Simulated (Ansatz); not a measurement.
# Be13.3F58.4La1.7Li26.6 (173 atoms) in the fluid state

What local order and mobility does Be13.3F58.4La1.7Li26.6 (173 atoms) show in DFT dynamics?

Calculated with Ansatz 0.2.0; Kohn-Sham DFT, PBE, PAW (set soft_2), plane waves.

Report form: the programs' logs are mostly left out.

## (1) The structure

The cell holds 173 atoms: 23 Be, 101 F, 3 La and 46 Li. Cell: a = 13.214 Å, b = 13.214 Å, c = 13.214 Å, α = 90.0°, β = 90.0°, γ = 90.0°. 173 atoms (23 Be, 101 F, 3 La, 46 Li) packed at random in a cube at 2.06 g/cm³ and pushed apart as soft spheres, cations and anions kept from their own kind; a start for melting by ab initio MD, not an equilibrated structure. The density is a measured one.

Before any run, some limits are plain. Only the Γ point is sampled, in a cell whose shortest periodic width is 13 Å. The levels lack spin–orbit coupling, which is large for the heavy elements here.

## (2) Single point at the start

A single point comes first, to see the forces before anything moves.

The input, input.yaml:

```yaml
crystal:
  lattice:
    - [13.2136, 0.0, 0.0]
    - [0.0, 13.2136, 0.0]
    - [0.0, 0.0, 13.2136]
  atoms:
    - { symbol: Be, position: [0.3188, 0.41841, 0.22957] }
    - { symbol: Be, position: [0.56203, 0.10066, 0.28436] }
    - { symbol: Be, position: [0.04998, 0.80156, 0.98728] }
    - { symbol: Be, position: [0.82331, 0.97612, 0.49415] }
    - { symbol: Be, position: [0.18432, 0.31596, 0.62964] }
    - { symbol: Be, position: [0.13904, 0.06654, 0.05919] }
    - { symbol: Be, position: [0.28887, 0.25026, 0.25417] }
    - { symbol: Be, position: [0.6862, 0.22121, 0.48825] }
    - { symbol: Be, position: [0.14553, 0.7778, 0.50894] }
    - { symbol: Be, position: [0.10085, 0.60847, 0.03595] }
    - { symbol: Be, position: [0.50697, 0.13464, 0.45093] }
    - { symbol: Be, position: [0.7741, 0.66462, 0.65976] }
    - { symbol: Be, position: [0.00249, 0.67734, 0.56751] }
    - { symbol: Be, position: [0.48753, 0.94284, 0.33401] }
    - { symbol: Be, position: [0.00155, 0.16034, 0.79297] }
    - { symbol: Be, position: [0.47296, 0.17678, 0.92951] }
    - { symbol: Be, position: [0.6592, 0.57966, 0.83965] }
    - { symbol: Be, position: [0.05899, 0.57823, 0.3424] }
    - { symbol: Be, position: [0.29495, 0.5379, 0.05011] }
    - { symbol: Be, position: [0.59175, 0.53835, 0.3169] }
    - { symbol: Be, position: [0.25339, 0.84224, 0.98572] }
    - { symbol: Be, position: [0.12609, 0.30359, 0.14277] }
    - { symbol: Be, position: [0.22097, 0.62666, 0.47373] }
    - { symbol: F, position: [0.64429, 0.70174, 0.24682] }
    - { symbol: F, position: [0.8967, 0.06263, 0.49154] }
    - { symbol: F, position: [0.56414, 0.11597, 0.98206] }
    - { symbol: F, position: [0.99438, 0.48417, 0.97595] }
    - { symbol: F, position: [0.71406, 0.97585, 0.34124] }
    - { symbol: F, position: [0.86413, 0.66991, 0.4414] }
    - { symbol: F, position: [0.74363, 0.08663, 0.15581] }
    - { symbol: F, position: [0.01127, 0.24581, 0.36867] }
    - { symbol: F, position: [0.70792, 0.24574, 0.91878] }
    [... 135 atom lines left out ...]
    - { symbol: Li, position: [0.20956, 0.38607, 0.40773] }
    - { symbol: Li, position: [0.32266, 0.99821, 0.1041] }
    - { symbol: Li, position: [0.84364, 0.57964, 0.05268] }
    - { symbol: Li, position: [0.29958, 0.9251, 0.73823] }
    - { symbol: Li, position: [0.73988, 0.46011, 0.60425] }
    - { symbol: Li, position: [0.78752, 0.07741, 0.887] }
kpoints:
  mp_grid: { grid: [1, 1, 1] }
hamiltonian:
  xc: pbe
scf:
  occupations: { method: fermi_dirac, width: 0.139 }
output:
  forces: true
```

On the command line:

```sh
ansatz run input.yaml --threads 32 --pin off --max-ram 143360MiB --backend cuda --events-out ev --progress --plain --runs-dir out
```

Elapsed: 2.4 s, on 1 × NVIDIA GB200 with 32 threads of Arm Neoverse V2, shared host; peak memory 1.5 GiB; 6.1 s of CPU time.

That memory is the host's; the program planned up to 5.9 GiB on the GPU. Forces of this run were stored rounded, and per-atom blocks of the log weren't kept.

Numbers from this run:

| Item | Value |
| --- | --- |
| free energy | -112004.0497 eV |
| free energy per atom | -647.4223 eV/atom |
| SCF cycles | 16 |
| r.m.s. force component | 1.348 eV/Å |
| longest force | 6.092 eV/Å |
| Fermi energy | 1.285 eV |

The r.m.s. force component of 1.3 eV/Å sets the starting point.

Length of the force by element:

| element | coordination | atoms | mean length of the force (eV/Å) | spread | least | most |
| --- | --- | --- | --- | --- | --- | --- |
| Be | all | 23 | 2.60 | 1.13 | 0.666 | 5.06 |
| F | all | 101 | 2.12 | 1.04 | 0.350 | 6.04 |
| La | all | 3 | 4.52 | 1.26 | 3.00 | 6.09 |
| Li | all | 46 | 1.57 | 0.596 | 0.410 | 2.69 |

## (3) Melting at 1610 K

The random start is held at a high temperature, to make it forget its packing.

Changes to input.yaml since step 2:

```diff
@@ -15 +15,8 @@
   forces: true
+md:
+  timestep: 2
+  n_steps: 300
+  ensemble: nvt_langevin
+  temperature: 1610
+  initial_velocities: maxwell_boltzmann
+  seed: 6299
```

Run time: 2.8 min. Hardware: 1 × NVIDIA GB200 with 32 threads; peak memory 1.6 GiB; 11 min of CPU time.

That memory is the host's.

The program notes that it switched symmetry off.

Rows from the run:

| time (fs) | T (K) | potential (meV/atom) |
| --- | --- | --- |
| 0.0 | 1601 | 0.0 |
| 40.0 | 3752 | -479.2 |
| 80.0 | 3058 | -593.1 |
| 120.0 | 2807 | -700.0 |
| 160.0 | 2413 | -740.9 |
| 200.0 | 2227 | -808.0 |
| 240.0 | 2132 | -820.3 |
| 280.0 | 2060 | -854.8 |
| 320.0 | 1767 | -845.1 |
| 360.0 | 1782 | -878.9 |
| 400.0 | 1599 | -857.3 |
| 440.0 | 1728 | -881.4 |
| 480.0 | 1667 | -885.0 |
| 520.0 | 1752 | -893.6 |
| 560.0 | 1730 | -879.6 |
| 600.0 | 1499 | -877.2 |

Mean square displacement from the first frame to the last: Be 3.9 Å², F 4.7 Å², La 0.93 Å², Li 9.5 Å².

Mean square displacement against time lag:

| time lag (fs) | Be (Å²) | F (Å²) | La (Å²) | Li (Å²) |
| --- | --- | --- | --- | --- |
| 2 | 0.00263 | 0.00110 | 1.7e-4 | 0.00308 |
| 14 | 0.0984 | 0.0495 | 0.00790 | 0.136 |
| 26 | 0.211 | 0.147 | 0.0256 | 0.382 |
| 50 | 0.376 | 0.384 | 0.0800 | 0.885 |
| 64 | 0.480 | 0.521 | 0.118 | 1.14 |
| 76 | 0.570 | 0.635 | 0.152 | 1.35 |
| 88 | 0.664 | 0.747 | 0.184 | 1.55 |
| 100 | 0.755 | 0.857 | 0.215 | 1.74 |
| 126 | 0.930 | 1.09 | 0.273 | 2.11 |
| 138 | 0.999 | 1.18 | 0.297 | 2.27 |
| 150 | 1.06 | 1.28 | 0.321 | 2.42 |
| 162 | 1.12 | 1.37 | 0.343 | 2.58 |
| 174 | 1.17 | 1.46 | 0.365 | 2.73 |
| 200 | 1.26 | 1.64 | 0.405 | 3.03 |
| 212 | 1.29 | 1.71 | 0.421 | 3.15 |
| 224 | 1.33 | 1.79 | 0.437 | 3.26 |
| 236 | 1.37 | 1.86 | 0.455 | 3.38 |
| 250 | 1.42 | 1.94 | 0.479 | 3.52 |
| 274 | 1.51 | 2.09 | 0.529 | 3.77 |
| 286 | 1.55 | 2.16 | 0.554 | 3.88 |
| 300 | 1.60 | 2.25 | 0.582 | 4.03 |

Over the second half of 600 fs the temperature averages 1696 K with swings of 99 K r.m.s. From first frame to last Li has the largest mean square displacement, 9.5 Å² at the end; the farthest move is 5.25 Å. By the end of the lags followed (0.30 ps), the least mobile element has a mean square displacement of 0.58 Å², too little over such short lags to show that the memory of the start is lost. The run spans 0.60 ps, too short for its means to be equilibrium values.

## (4) Brought to 1073 K

A Langevin thermostat brings the cell to the temperature of interest.

The input, input.yaml:

```yaml
crystal:
  lattice:
    - [13.2136, 0.0, 0.0]
    - [0.0, 13.2136, 0.0]
    - [0.0, 0.0, 13.2136]
  atoms:
    - { symbol: Be, position: [0.30175, 0.50863, 0.35096] }
    - { symbol: Be, position: [0.47076, 0.13594, 0.33486] }
    - { symbol: Be, position: [0.95084, 0.68033, 0.11368] }
    - { symbol: Be, position: [0.85277, 0.00277, 0.3885] }
    - { symbol: Be, position: [0.21127, 0.34175, 0.59606] }
    - { symbol: Be, position: [0.98093, 0.10449, 0.08771] }
    - { symbol: Be, position: [0.22445, 0.04274, 0.28172] }
    - { symbol: Be, position: [0.61702, 0.20508, 0.65934] }
    - { symbol: Be, position: [0.06191, 0.83025, 0.72059] }
    - { symbol: Be, position: [0.01789, 0.54544, 0.98116] }
    - { symbol: Be, position: [0.30271, 0.06041, 0.48412] }
    - { symbol: Be, position: [0.69279, 0.62139, 0.61713] }
    - { symbol: Be, position: [0.94107, 0.61686, 0.73506] }
    - { symbol: Be, position: [0.50782, 0.78823, 0.40463] }
    - { symbol: Be, position: [0.12047, 0.23662, 0.8539] }
    - { symbol: Be, position: [0.49844, 0.13059, 0.99964] }
    - { symbol: Be, position: [0.5643, 0.48594, 0.89131] }
    - { symbol: Be, position: [0.93834, 0.61415, 0.37044] }
    - { symbol: Be, position: [0.42016, 0.43402, 0.98821] }
    - { symbol: Be, position: [0.47168, 0.45489, 0.35301] }
    - { symbol: Be, position: [0.1874, 0.79581, 0.98616] }
    - { symbol: Be, position: [0.1025, 0.41215, 0.17238] }
    - { symbol: Be, position: [0.39058, 0.54135, 0.55564] }
    - { symbol: F, position: [0.51204, 0.61289, 0.17747] }
    - { symbol: F, position: [0.86665, 0.11942, 0.42218] }
    - { symbol: F, position: [0.49676, 0.01718, 0.03012] }
    - { symbol: F, position: [0.94867, 0.43879, 0.9919] }
    - { symbol: F, position: [0.48402, 0.85944, 0.51568] }
    - { symbol: F, position: [0.86389, 0.69767, 0.35595] }
    - { symbol: F, position: [0.68239, 0.24096, 0.1806] }
    - { symbol: F, position: [0.00227, 0.31779, 0.4437] }
    - { symbol: F, position: [0.85706, 0.14733, 0.06088] }
    [... 135 atom lines left out ...]
    - { symbol: Li, position: [0.95523, 0.40259, 0.32932] }
    - { symbol: Li, position: [0.41328, 0.99075, 0.12794] }
    - { symbol: Li, position: [0.97791, 0.28676, 0.05105] }
    - { symbol: Li, position: [0.07193, 0.02335, 0.89747] }
    - { symbol: Li, position: [0.87175, 0.4445, 0.86488] }
    - { symbol: Li, position: [0.82767, 0.24293, 0.76591] }
kpoints:
  mp_grid: { grid: [1, 1, 1] }
hamiltonian:
  xc: pbe
scf:
  occupations: { method: fermi_dirac, width: 0.092 }
output:
  forces: true
md:
  timestep: 2
  n_steps: 380
  ensemble: nvt_langevin
  temperature: 1073
  initial_velocities: maxwell_boltzmann
  seed: 1608
```

The job ended after 2.9 min (1 × NVIDIA GB200 with 32 threads; peak memory 1.4 GiB).

That memory is the host's.

The trajectory, sampled:

| time (fs) | T (K) | potential (meV/atom) |
| --- | --- | --- |
| 0.0 | 1067 | 0.0 |
| 48.0 | 1373 | -66.4 |
| 104.0 | 1151 | -66.6 |
| 152.0 | 1112 | -79.2 |
| 208.0 | 1051 | -92.2 |
| 252.0 | 1175 | -101.1 |
| 304.0 | 1122 | -102.6 |
| 352.0 | 1139 | -100.7 |
| 408.0 | 1139 | -109.0 |
| 456.0 | 1047 | -109.5 |
| 506.0 | 1049 | -93.2 |
| 552.0 | 1081 | -92.1 |
| 608.0 | 1075 | -95.4 |
| 656.0 | 1015 | -109.6 |
| 712.0 | 978 | -95.2 |
| 760.0 | 1096 | -107.2 |

Mean square displacement from the first frame to the last: Be 0.99 Å², F 1.5 Å², La 0.35 Å², Li 4.0 Å².

Table of mean square displacement by time lag:

| time lag (fs) | Be (Å²) | F (Å²) | La (Å²) | Li (Å²) |
| --- | --- | --- | --- | --- |
| 2 | 0.00114 | 5.7e-4 | 8.9e-5 | 0.00161 |
| 16 | 0.0489 | 0.0322 | 0.00529 | 0.0894 |
| 32 | 0.0841 | 0.103 | 0.0187 | 0.265 |
| 48 | 0.109 | 0.179 | 0.0366 | 0.426 |
| 64 | 0.146 | 0.249 | 0.0567 | 0.559 |
| 80 | 0.175 | 0.313 | 0.0780 | 0.676 |
| 96 | 0.205 | 0.372 | 0.0998 | 0.786 |
| 112 | 0.236 | 0.427 | 0.122 | 0.897 |
| 128 | 0.262 | 0.480 | 0.145 | 1.01 |
| 142 | 0.285 | 0.522 | 0.166 | 1.12 |
| 158 | 0.313 | 0.567 | 0.191 | 1.23 |
| 174 | 0.343 | 0.610 | 0.216 | 1.34 |
| 190 | 0.369 | 0.651 | 0.241 | 1.44 |
| 206 | 0.395 | 0.690 | 0.266 | 1.53 |
| 222 | 0.420 | 0.726 | 0.291 | 1.63 |
| 238 | 0.438 | 0.761 | 0.316 | 1.72 |
| 254 | 0.460 | 0.796 | 0.341 | 1.82 |
| 268 | 0.482 | 0.826 | 0.363 | 1.92 |
| 284 | 0.502 | 0.857 | 0.387 | 2.03 |
| 300 | 0.523 | 0.887 | 0.408 | 2.14 |
| 316 | 0.546 | 0.917 | 0.429 | 2.25 |
| 332 | 0.560 | 0.949 | 0.447 | 2.36 |
| 348 | 0.576 | 0.981 | 0.462 | 2.48 |
| 364 | 0.591 | 1.01 | 0.472 | 2.60 |
| 380 | 0.607 | 1.05 | 0.479 | 2.72 |

Over the second half of 760 fs the temperature averages 1049 K with swings of 52 K r.m.s. From first frame to last Li has the largest mean square displacement, 4.0 Å² at the end; the farthest move is 4.43 Å. The run spans 0.76 ps, too short for its means to be equilibrium values.

## (5) Liquid at 1073 K

The hot cell is sampled with a Nosé–Hoover thermostat, which disturbs diffusion little, and with stress on.

The input, input.yaml:

```yaml
crystal:
  lattice:
    - [13.2136, 0.0, 0.0]
    - [0.0, 13.2136, 0.0]
    - [0.0, 0.0, 13.2136]
  atoms:
    - { symbol: Be, position: [0.31522, 0.39714, 0.43608] }
    - { symbol: Be, position: [0.51715, 0.07199, 0.3282] }
    - { symbol: Be, position: [0.94807, 0.63332, 0.07004] }
    - { symbol: Be, position: [0.86009, 0.05055, 0.36777] }
    - { symbol: Be, position: [0.15081, 0.35496, 0.63543] }
    - { symbol: Be, position: [0.92584, 0.07313, 0.12847] }
    - { symbol: Be, position: [0.23327, 0.98943, 0.28314] }
    - { symbol: Be, position: [0.57338, 0.23655, 0.64186] }
    - { symbol: Be, position: [0.04722, 0.85698, 0.68469] }
    - { symbol: Be, position: [0.03103, 0.44214, 0.00571] }
    - { symbol: Be, position: [0.34913, 0.04099, 0.46603] }
    - { symbol: Be, position: [0.77101, 0.59968, 0.63671] }
    - { symbol: Be, position: [0.9443, 0.65503, 0.74287] }
    - { symbol: Be, position: [0.54362, 0.77911, 0.44138] }
    - { symbol: Be, position: [0.14744, 0.12975, 0.89966] }
    - { symbol: Be, position: [0.47989, 0.03797, 0.9778] }
    - { symbol: Be, position: [0.58141, 0.539, 0.90986] }
    - { symbol: Be, position: [0.01298, 0.61476, 0.42059] }
    - { symbol: Be, position: [0.35083, 0.41948, 0.08371] }
    - { symbol: Be, position: [0.5873, 0.46597, 0.36213] }
    - { symbol: Be, position: [0.20828, 0.75999, 0.95253] }
    - { symbol: Be, position: [0.10127, 0.3745, 0.16362] }
    - { symbol: Be, position: [0.39251, 0.54405, 0.61908] }
    - { symbol: F, position: [0.56447, 0.67805, 0.16687] }
    - { symbol: F, position: [0.8074, 0.11605, 0.45386] }
    - { symbol: F, position: [0.39293, 0.02969, 0.06728] }
    - { symbol: F, position: [0.00857, 0.34196, 0.07542] }
    - { symbol: F, position: [0.52934, 0.80069, 0.55078] }
    - { symbol: F, position: [0.92534, 0.65346, 0.36856] }
    - { symbol: F, position: [0.64943, 0.18832, 0.17613] }
    - { symbol: F, position: [0.99786, 0.26228, 0.45583] }
    - { symbol: F, position: [0.84494, 0.09042, 0.05853] }
    [... 135 atom lines left out ...]
    - { symbol: Li, position: [0.07388, 0.3744, 0.4499] }
    - { symbol: Li, position: [0.42473, 0.97266, 0.18736] }
    - { symbol: Li, position: [0.96589, 0.25769, 0.25434] }
    - { symbol: Li, position: [0.20128, 0.97902, 0.7289] }
    - { symbol: Li, position: [0.81774, 0.5119, 0.85495] }
    - { symbol: Li, position: [0.9795, 0.29334, 0.79192] }
kpoints:
  mp_grid: { grid: [1, 1, 1] }
hamiltonian:
  xc: pbe
scf:
  occupations: { method: fermi_dirac, width: 0.092 }
output:
  forces: true
  stress: true
md:
  timestep: 2
  n_steps: 1900
  ensemble: nvt_nose_hoover
  temperature: 1073
  initial_velocities: maxwell_boltzmann
  seed: 4565
```

The job ended after 15 min (1 × NVIDIA GB200 with 32 threads; peak memory 1.5 GiB).

That memory is the host's.

The program notes that the SCF threshold is loose for the stress.

The trajectory, sampled:

| time (fs) | T (K) | potential (meV/atom) | conserved (meV/atom) |
| --- | --- | --- | --- |
| 0.0 | 1073 | 0.0 | 0.00 |
| 280.0 | 1105 | -9.2 | -0.20 |
| 520.0 | 1110 | 14.5 | 0.06 |
| 760.0 | 1079 | -8.1 | -0.09 |
| 1040.0 | 1037 | 30.8 | 0.09 |
| 1280.0 | 1050 | 3.2 | -0.11 |
| 1520.0 | 1172 | 12.1 | 0.00 |
| 1760.0 | 963 | 13.9 | -0.09 |
| 2040.0 | 1187 | 16.7 | 0.07 |
| 2280.0 | 979 | 14.9 | -0.10 |
| 2520.0 | 1158 | 16.4 | -0.05 |
| 2760.0 | 1019 | 11.6 | -0.12 |
| 3040.0 | 1061 | 19.8 | 0.01 |
| 3280.0 | 1052 | 20.3 | 0.11 |
| 3520.0 | 975 | 3.9 | -0.08 |
| 3800.0 | 1108 | 24.6 | 0.10 |

Mean square displacement from the first frame to the last: Be 4.4 Å², F 7.2 Å², La 3.7 Å², Li 17 Å².

Mean square displacement against time lag:

| time lag (fs) | Be (Å²) | F (Å²) | La (Å²) | Li (Å²) |
| --- | --- | --- | --- | --- |
| 2 | 0.00122 | 5.6e-4 | 8.2e-5 | 0.00153 |
| 80 | 0.200 | 0.370 | 0.100 | 0.705 |
| 160 | 0.394 | 0.719 | 0.286 | 1.19 |
| 238 | 0.537 | 0.960 | 0.466 | 1.58 |
| 318 | 0.655 | 1.16 | 0.644 | 1.95 |
| 396 | 0.755 | 1.34 | 0.814 | 2.27 |
| 476 | 0.849 | 1.51 | 0.980 | 2.60 |
| 554 | 0.953 | 1.68 | 1.12 | 2.93 |
| 634 | 1.05 | 1.84 | 1.25 | 3.25 |
| 712 | 1.13 | 1.97 | 1.34 | 3.57 |
| 792 | 1.20 | 2.11 | 1.43 | 3.91 |
| 870 | 1.26 | 2.23 | 1.53 | 4.20 |
| 950 | 1.32 | 2.35 | 1.65 | 4.50 |
| 1030 | 1.39 | 2.48 | 1.76 | 4.82 |
| 1108 | 1.47 | 2.61 | 1.86 | 5.16 |
| 1188 | 1.56 | 2.73 | 1.95 | 5.51 |
| 1266 | 1.64 | 2.86 | 2.05 | 5.84 |
| 1346 | 1.71 | 2.95 | 2.13 | 6.17 |
| 1424 | 1.78 | 3.05 | 2.21 | 6.52 |
| 1504 | 1.87 | 3.18 | 2.30 | 6.89 |
| 1582 | 1.97 | 3.33 | 2.37 | 7.28 |
| 1662 | 2.07 | 3.47 | 2.43 | 7.65 |
| 1740 | 2.15 | 3.59 | 2.46 | 8.01 |
| 1820 | 2.24 | 3.70 | 2.51 | 8.33 |
| 1900 | 2.32 | 3.80 | 2.59 | 8.63 |

The vibrational density of states has structure finer than the step of the table below, so its rows give means over 100 cm⁻¹, whole bins alone (the curve runs from 0 to 1497 cm⁻¹). Peaks (cm⁻¹: height): Be 65.8: 0.0989, 652.4: 0.213, 767.6: 0.388, 811.4: 0.339; F 82.2: 1.61, 290.6: 1.19; La 76.8: 0.19, 115.1: 0.0981; Li 142.5: 0.59, 235.8: 0.575, 290.6: 0.59, 389.3: 0.483.

From 1521 steps of 2.0 fs, resolution about 11 cm-1. Table of vibrational density of states by wavenumber; means over each step; values in 1e-3 per cm⁻¹:

| wavenumber (cm⁻¹) | Be | F | La | Li |
| --- | --- | --- | --- | --- |
| 100 | 0.0755 | 1.48 | 0.101 | 0.439 |
| 200 | 0.0535 | 1.21 | 0.0195 | 0.531 |
| 300 | 0.0564 | 0.995 | 0.0106 | 0.513 |
| 400 | 0.0918 | 0.688 | 0.00646 | 0.435 |
| 500 | 0.0907 | 0.363 | 0.00165 | 0.341 |
| 600 | 0.155 | 0.190 | 7.1e-4 | 0.185 |
| 700 | 0.238 | 0.0960 | 4.1e-4 | 0.0888 |
| 800 | 0.306 | 0.0883 | 2.3e-4 | 0.0435 |
| 900 | 0.180 | 0.0536 | 9.3e-5 | 0.0255 |
| 1000 | 0.0688 | 0.0227 | 2.3e-5 | 0.0123 |
| 1100 | 0.0319 | 0.0115 | 8.3e-6 | 0.00597 |
| 1200 | 0.0113 | 0.00521 | 2.7e-6 | 0.00362 |
| 1300 | 0.00764 | 0.00339 | 1.3e-6 | 0.00202 |
| 1400 | 0.00616 | 0.00240 | 5.1e-7 | 0.00117 |

Over the second half of 3800 fs the temperature averages 1073 K with swings of 72 K r.m.s. The conserved energy stays within 0.47 meV/atom, peak to peak. From first frame to last Li has the largest mean square displacement, 17 Å² at the end; the farthest move is 8.10 Å. By the end of the lags followed (1.90 ps), the least mobile element has a mean square displacement of 2.3 Å². The slope of the later half of the mean square displacement gives diffusion coefficients of about 2.6e-5 cm²/s (F), 1.6e-5 cm²/s (La) and 7.4e-5 cm²/s (Li); over so short a run these are rough. The most distinct maxima of the vibrational density of states (Be) lie at 66, 652, 768 and 811 cm⁻¹, the highest at 768 cm⁻¹. The run spans 3.80 ps, short against slow rearrangements.

(Part 1 of 2 ends here.)

[Logs are printed without paths, hosts, clocks, repeated set-up lines and the standing remarks that a program may print on its own settings, such as how far it seeks lower states.]

[Hosts, paths, dates, database ids (printed as entryN), source tags and the programs' standing remarks are cut or masked in the printed files.]
